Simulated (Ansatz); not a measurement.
## Work function of Ag(100): what the settings cost and change

Aim: the numerical settings behind the work function of Ag(100), with the cost of each.

Method: plane-wave DFT, PBE, Ansatz PAW, in Ansatz 0.2.0.

**What experiment says.**

For Ag (clean (100) face, a compiled value), “Anisotropic work function of elemental crystals” (2019, arxiv:1902.07811) quotes earlier work: work function (clean (100) face, a compiled value) 4.36 eV.

Most raw output is cut from this account.

**1. The starting structure**

The cell holds 7 atoms: 7 Ag. Its edges and angles: a = 2.892 Å, b = 2.892 Å, c = 30.270 Å, α = 90.0°, β = 90.0°, γ = 90.0°. Vacuum lies along c.

**2. Run, setting cutoff 200 eV**

A work function rests on the faint tail of the density, so the SCF threshold is tight. The cutoff is raised first; then mesh and smearing are varied at the default cutoff.

Input file input.yaml:

```yaml
crystal:
  lattice:
    - [2.8920667351, 0.0, 0.0]
    - [0.0, 2.8920667351, 0.0]
    - [0.0, 0.0, 30.27]
  atoms:
    - { symbol: Ag, position: [0.0, 0.0, 0.2973240833] }
    - { symbol: Ag, position: [0.5, 0.5, 0.3648827222] }
    - { symbol: Ag, position: [0.0, 0.0, 0.4324413611] }
    - { symbol: Ag, position: [0.5, 0.5, 0.5] }
    - { symbol: Ag, position: [0.0, 0.0, 0.5675586389] }
    - { symbol: Ag, position: [0.5, 0.5, 0.6351172778] }
    - { symbol: Ag, position: [0.0, 0.0, 0.7026759167] }
kpoints:
  mp_grid: { grid: [14, 14, 1] }
hamiltonian:
  xc: pbe
scf:
  occupations: { method: fermi_dirac, width: 0.1 }
  convergence: { dr2_threshold: 1.0e-09 }
efield:
  axis: 3
  dipole_correction: true
  ramp_position: 0.97
  ramp_width: 0.06
basis:
  ecutwfc: "200 eV"
output:
  write_potential: true
  write_density: true
  volumetric_format: npy
  elf: true
```

Launch:

```sh
> ansatz run input.yaml --threads 2 --pin off --max-ram 3072MiB --backend cpu --events-out ev --progress --plain --runs-dir out
```

Wall time 47 s (2 threads of Arm Neoverse N1, shared host); peak memory 0.48 GiB.

This step gave:

| Property | Result |
| --- | --- |
| energy at zero smearing | -53059.1325 eV |
| work function, upper face | 4.802 eV |

Running mean over 2.045 Å of the planar mean; the ramp of the sawtooth is left out. Table of electron's electrostatic potential energy less the Fermi level by z:

```
z (Å)  electron's electrostatic potential energy less the Fermi level (eV)
    4                                                                 4.69
    5                                                                 4.60
    6                                                                 4.44
    7                                                                 3.73
    8                                                                -1.26
    9                                                                -5.77
   10                                                                -6.15
   11                                                                -6.24
   12                                                                -6.23
   13                                                                -6.21
   14                                                                -6.22
   15                                                                -6.22
   16                                                                -6.22
   17                                                                -6.21
   18                                                                -6.22
   19                                                                -6.24
   20                                                                -6.18
   21                                                                -5.99
   22                                                                -3.10
   23                                                                 3.02
   24                                                                 4.36
   25                                                                 4.57
   26                                                                 4.67
   27                                                                 4.73
```

Electrostatic potential energy in the ca plane at fractional y = 0.000, with atoms of Ag within 0.2 Å of it. With pseudopotentials it is smooth inside the atoms' cores, unlike the true potential.

Ten even steps from '0' (-37 eV) to '9' (10 eV), each cell a mean:
```
89999841004899998510027999996200268999999999
99999863236899999742358999998533489999999999
99999987778999999877789999999877899999999999
99999999899999999998899999999988999999999999
99999998889999999988889999999888899999999999
99999975457999999864578999998655689999999999
89999852015899998620147999997311379999999999
89999740003799998510026999996200158999999999
```
Columns run along c (16.0 Å, from fractional 0.34 to 0.87 of the cell; values clipped at the 3rd and 97th percentile), rows up along a (2.9 Å). Atoms in or near the plane, at fractional coordinates: Ag at (0.43, 0.00), Ag at (0.57, 0.00), Ag at (0.70, 0.00).

Valence density in the ca plane at fractional y = 0.000, with atoms of Ag within 0.2 Å of it. It is the smooth field of the valence electrons, not physical close to the nuclei.

Values in e/Å³, 5 rows by 16 columns, each cell a mean:
```
 0  0  4  7  0  0  3  8  0  0  3  9  0  0  0  0
 0  0  1  1  0  0  0  1  0  0  0  1  0  0  0  0
 0  0  0  0  0  0  0  0  0  0  0  0  0  0  0  0
 0  0  1  2  0  0  1  2  0  0  1  2  0  0  0  0
 0  0  6 10  0  0  5 11  0  0  3 12  1  0  0  0
```
Columns run along c (16.0 Å, from fractional 0.34 to 0.87 of the cell), rows up along a (2.9 Å). Atoms in or near the plane, at fractional coordinates: Ag at (0.43, 0.00), Ag at (0.57, 0.00), Ag at (0.70, 0.00).

ELF in the ca plane at fractional y = 0.000, with atoms of Ag within 0.2 Å of it. It is the smooth field of the valence electrons, not physical close to the nuclei.

Values, 5 rows by 16 columns, each cell a mean:
```
0.13 0.13 0.44 0.55 0.14 0.13 0.39 0.59 0.16 0.12 0.35 0.61 0.20 0.01 0.00 0.00
0.21 0.23 0.19 0.22 0.20 0.23 0.18 0.23 0.19 0.23 0.17 0.25 0.12 0.00 0.00 0.00
0.22 0.23 0.17 0.17 0.21 0.24 0.17 0.17 0.21 0.24 0.17 0.18 0.09 0.00 0.00 0.00
0.19 0.20 0.27 0.33 0.18 0.21 0.24 0.36 0.18 0.21 0.22 0.39 0.14 0.01 0.00 0.00
0.12 0.11 0.50 0.63 0.14 0.10 0.44 0.67 0.17 0.09 0.39 0.69 0.22 0.01 0.00 0.00
```
Columns run along c (16.0 Å, from fractional 0.34 to 0.87 of the cell), rows up along a (2.9 Å). Atoms in or near the plane, at fractional coordinates: Ag at (0.43, 0.00), Ag at (0.57, 0.00), Ag at (0.70, 0.00).

The work function is 4.802 eV. The program marks this work function as in doubt.

**3. Run**

input.yaml: that of step 2 with these lines changed.

```diff
@@ -26,3 +26,3 @@
 basis:
-  ecutwfc: "200 eV"
+  ecutwfc: "300 eV"
 output:
@@ -31,2 +31 @@
   volumetric_format: npy
-  elf: true
```

Elapsed: 71 s, on 2 threads; peak memory 0.68 GiB; 2.2 min of CPU time.

The work function is 4.298 eV, -0.504 eV from the run “cutoff 200 eV”, at 1.6 times its CPU time.

**4. Slab**

input.yaml: that of step 3 with these lines changed.

```diff
@@ -26,3 +26,3 @@
 basis:
-  ecutwfc: "300 eV"
+  ecutwfc: "420 eV"
 output:
```

It took 95 s on 2 threads; peak memory 0.96 GiB; 2.9 min of CPU time.

The work function is 4.296 eV, -0.507 eV from the run “cutoff 200 eV”, at 2.1 times its CPU time.

**5. Slab**

input.yaml: that of step 4 with these lines changed.

```diff
@@ -26,3 +26,3 @@
 basis:
-  ecutwfc: "420 eV"
+  ecutwfc: "600 eV"
 output:
```

The job ended after 2.7 min (2 threads; peak memory 1.5 GiB).

The work function is 4.295 eV, -0.000 eV from the run “cutoff 420 eV”, at 1.7 times its CPU time.

**6. Run**

input.yaml: that of step 5 with these lines changed.

```diff
@@ -14,3 +14,3 @@
 kpoints:
-  mp_grid: { grid: [14, 14, 1] }
+  mp_grid: { grid: [2, 2, 1] }
 hamiltonian:
@@ -25,4 +25,2 @@
   ramp_width: 0.06
-basis:
-  ecutwfc: "600 eV"
 output:
```

It took 8.7 s on 2 threads; peak memory 0.48 GiB; 11 s of CPU time.

The work function is 4.195 eV, -0.101 eV from the run “cutoff 420 eV”, at 0.064 times its CPU time.

**7. Run**

input.yaml: that of step 6 with these lines changed.

```diff
@@ -14,3 +14,3 @@
 kpoints:
-  mp_grid: { grid: [2, 2, 1] }
+  mp_grid: { grid: [5, 5, 1] }
 hamiltonian:
```

It took 19 s on 2 threads; peak memory 0.51 GiB.

The work function is 4.264 eV, -0.032 eV from the run “cutoff 420 eV”, at 0.16 times its CPU time.

**8. Slab**

input.yaml: that of step 7 with these lines changed.

```diff
@@ -14,3 +14,3 @@
 kpoints:
-  mp_grid: { grid: [5, 5, 1] }
+  mp_grid: { grid: [9, 9, 1] }
 hamiltonian:
```

It took 42 s on 2 threads; peak memory 0.66 GiB; 74 s of CPU time.

The work function is 4.296 eV, +0.000 eV from the run “cutoff 420 eV”, at 0.43 times its CPU time.

**9. Run**

input.yaml: that of step 8 with these lines changed.

```diff
@@ -14,3 +14,3 @@
 kpoints:
-  mp_grid: { grid: [9, 9, 1] }
+  mp_grid: { grid: [21, 21, 1] }
 hamiltonian:
```

Wall time 2.9 min (2 threads); peak memory 1.4 GiB.

The work function is 4.290 eV, -0.006 eV from the run “cutoff 420 eV”, at 1.9 times its CPU time.

**10. Slab**

input.yaml: that of step 9 with these lines changed.

```diff
@@ -14,3 +14,3 @@
 kpoints:
-  mp_grid: { grid: [21, 21, 1] }
+  mp_grid: { grid: [14, 14, 1] }
 hamiltonian:
@@ -18,3 +18,3 @@
 scf:
-  occupations: { method: fermi_dirac, width: 0.1 }
+  occupations: { method: gaussian, width: 0.05 }
   convergence: { dr2_threshold: 1.0e-09 }
```

Run time: 93 s. Hardware: 2 threads; peak memory 0.96 GiB; 2.8 min of CPU time.

The work function is 4.302 eV, +0.006 eV from the run “cutoff 420 eV”, at 0.99 times its CPU time.

**11. Slab**

input.yaml: that of step 10 with these lines changed.

```diff
@@ -18,3 +18,3 @@
 scf:
-  occupations: { method: gaussian, width: 0.05 }
+  occupations: { method: methfessel_paxton, width: 0.2 }
   convergence: { dr2_threshold: 1.0e-09 }
```

The job ended after 94 s (2 threads; peak memory 0.96 GiB; 2.9 min of CPU time).

The work function is 4.293 eV, -0.003 eV from the run “cutoff 420 eV”, at 1.0 times its CPU time.

**12. Slab**

input.yaml: that of step 11 with these lines changed.

```diff
@@ -18,3 +18,3 @@
 scf:
-  occupations: { method: methfessel_paxton, width: 0.2 }
+  occupations: { method: fermi_dirac, width: 0.3 }
   convergence: { dr2_threshold: 1.0e-09 }
```

Wall time 1.8 min (2 threads); peak memory 1.1 GiB; 3.3 min of CPU time.

The work function is 4.341 eV, +0.045 eV from the run “cutoff 420 eV”, at 1.2 times its CPU time.

**13. Run**

input.yaml: that of step 12 with these lines changed.

```diff
@@ -18,3 +18,3 @@
 scf:
-  occupations: { method: fermi_dirac, width: 0.3 }
+  occupations: { method: cold, width: 0.1 }
   convergence: { dr2_threshold: 1.0e-09 }
```

The job ended after 92 s (2 threads; peak memory 0.96 GiB).

The work function is 4.284 eV, -0.012 eV from the run “cutoff 420 eV”, at 0.98 times its CPU time.

**14. Comparing the runs**

Times are for 2 threads of Arm Neoverse N1, shared host. Results by setting:

```
no.                            setting  work function, upper face (eV)     time  memory (GiB)
  1                      cutoff 200 eV                           4.802     47 s          0.48
  2                      cutoff 300 eV                           4.298     71 s          0.68
  3                      cutoff 420 eV                           4.296     95 s          0.96
  4                      cutoff 600 eV                           4.295  2.7 min           1.5
  5                           mesh 2x2                           4.195    8.7 s          0.48
  6                           mesh 5x5                           4.264     19 s          0.51
  7                           mesh 9x9                           4.296     42 s          0.66
  8                         mesh 21x21                           4.290  2.9 min           1.4
  9          Gaussian smearing 0.05 eV                           4.302     93 s          0.96
 10  methfessel_paxton smearing 0.2 eV                           4.293     94 s          0.96
 11        fermi_dirac smearing 0.3 eV                           4.341  1.8 min           1.1
 12               cold smearing 0.1 eV                           4.284     92 s          0.96
```

**15. A changed input**

An input spoilt on purpose, to show how the run answers: it repeats the earlier run “cutoff 200 eV” with efield.amplitude to 0 and efield.dipole_correction from true to false, and scf.max_iter set to 100; its output block differs too.

input.yaml: that of step 13 with these lines changed.

```diff
@@ -18,9 +18,13 @@
 scf:
-  occupations: { method: cold, width: 0.1 }
+  occupations: { method: fermi_dirac, width: 0.1 }
   convergence: { dr2_threshold: 1.0e-09 }
+  max_iter: 100
 efield:
   axis: 3
-  dipole_correction: true
+  dipole_correction: false
   ramp_position: 0.97
   ramp_width: 0.06
+  amplitude: 0
+basis:
+  ecutwfc: "200 eV"
 output:
```

The job ended after 0.03 s (2 threads; peak memory 0.06 GiB).

The program refused the input before any cycle.

The program's message: “Error: invalid value for `efield.amplitude`: is zero with dipole_correction: false — the section would apply nothing; set a non-zero amplitude, enable dipole_correction, or remove the block”

The fault put into the input: a field block that applies nothing.

**16. What came out**

| Quantity | Value |
| --- | --- |
| work function, cutoff 200 eV | 4.802 eV |
| work function, cutoff 420 eV | 4.296 eV |
| work function, cutoff 600 eV | 4.295 eV |
| work function, mesh 2x2 | 4.195 eV |

**Reading.** The run at the highest cutoff gives 4.30 eV, and the settings tried spread the value from 4.20 to 4.80 eV. Against 600 eV, a cutoff of 200 eV is off by +0.507 eV. Against 600 eV, a cutoff of 420 eV is off by +0.000 eV. Against the finest mesh, 21 points along a, the coarser ones are off by -0.10 (2), -0.03 (5) and +0.01 (9) eV. The smearing schemes and widths spread it over 0.06 eV. The program marks the value as in doubt in “cutoff 200 eV”. The ladder's slabs use the tabulated experimental lattice constant (two decimals; a low-temperature value for the alkali metals). In 1 run of the series (cutoff 200 eV) the program warns that electrons reach the sawtooth's ramp, which makes dipole and work function less sure.

Calculation against experiment:

| quantity | measured | cutoff 600 eV |
| --- | --- | --- |
| work function (clean (100) face, a compiled value) (eV) | 4.36 | 4.30 (-0.06 eV) |

Measured values from arxiv:1902.07811 (2019).

Verdict: The work function is off by -0.06 eV: good agreement. The grades are ours: good and fair within 3 and 7 % for the work function. No cell relaxation is part of this session.

[Logs are printed without paths, hosts, clocks, repeated set-up lines and the standing remarks that a program may print on its own settings, such as how far it seeks lower states.]

[Hosts, paths, dates, database ids (printed as entryN), source tags and the programs' standing remarks are cut or masked in the printed files.]

[Maps of the electrostatic potential energy from Ansatz leave out the sawtooth potential of an applied field or a dipole correction, so their vacuum need not be flat; planar profiles and work functions include it.]
